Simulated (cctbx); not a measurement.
## Which space group?

Cell: a = 11.5890 Å, b = 11.5890 Å, c = 11.5890 Å, α = 90.00°, β = 90.00°, γ = 90.00°. Expected content of the cell: Mn16 Sc16 S48 O8.

Simulated single-crystal data (cctbx): Mo Kα, λ = 0.71073 Å, to d = 0.65 Å, 95 % of the full sphere, strongest reflection 70000 counts, noise from counting, a 6 % proportional error and a noise floor of 15 counts (s.d.); no absorption, some extinction.

Tests on the unmerged data give:

```text
22595 reflections to d = 0.651 A
centring   violations  <I/sigma> of those
    A          1 of 11281     -0.0
    B          1 of 11282     -0.0
    C          0 of 11283     -0.0
    I       1753 of 11300      1.8
    R       2172 of 15021      1.8
    F          1 of 16923     -0.0
Laue class    unique    Rint  (classes that these axes allow; Friedel mates merged)
F m m m           841   0.053
F m -3            287   0.055
F m -3 m          190   0.055
space group    extra absences  I>4sigma  <I/sigma>
F 4 3 2                 0          0         -  acentric
F 41 3 2               21          0      -0.4  acentric
F -4 3 m                0          0         -  acentric
F m -3 m                0          0         -  centric
F d -3 m :1           319          0       0.0  centric
F d -3 m :2           319          0       0.0  centric
Wilson B = 1.13 A^2   <|E^2-1|> = 0.877 (0.968 centric, 0.736 acentric)   E^2>4: 3.0 %
shell (A)         n   <I/sigma>
 6.69 - 1.30     34     41.5
 1.30 - 1.04     24     47.5
 1.04 - 0.91     22     47.7
 0.91 - 0.82     23     34.5
 0.82 - 0.76     24     41.1
 0.76 - 0.72     22     30.0
 0.72 - 0.68     18     37.8
 0.68 - 0.65     23     31.7
```

**Question.** What are the lattice type, the Laue class and the likely space group?

The reflections that A, B, C and F centring forbids are absent (⟨I/σ⟩ near 0), so the lattice is F. F holds A, B and C together.

Rint stays low (0.053 to 0.055) up to F m -3 m, the highest class in these axes.

6 settings pass the absence test. The most absences obeyed, 319, belong to F d -3 m alone.

⟨|E²−1|⟩ = 0.877 lies between the two ideal values. The Wilson B of 1.13 Å² means U ≈ 0.0143 Å².

The true group is Fd-3m (no. 227, origin choice 1), Laue class m-3m, centrosymmetric. The tables fix it.

The model is made up (kin elements in a known structure type, no relaxation), so it says nothing on whether the phase exists.

[Logs are printed without paths, hosts, clocks, repeated set-up lines and the standing remarks that a program may print on its own settings, such as how far it seeks lower states.]
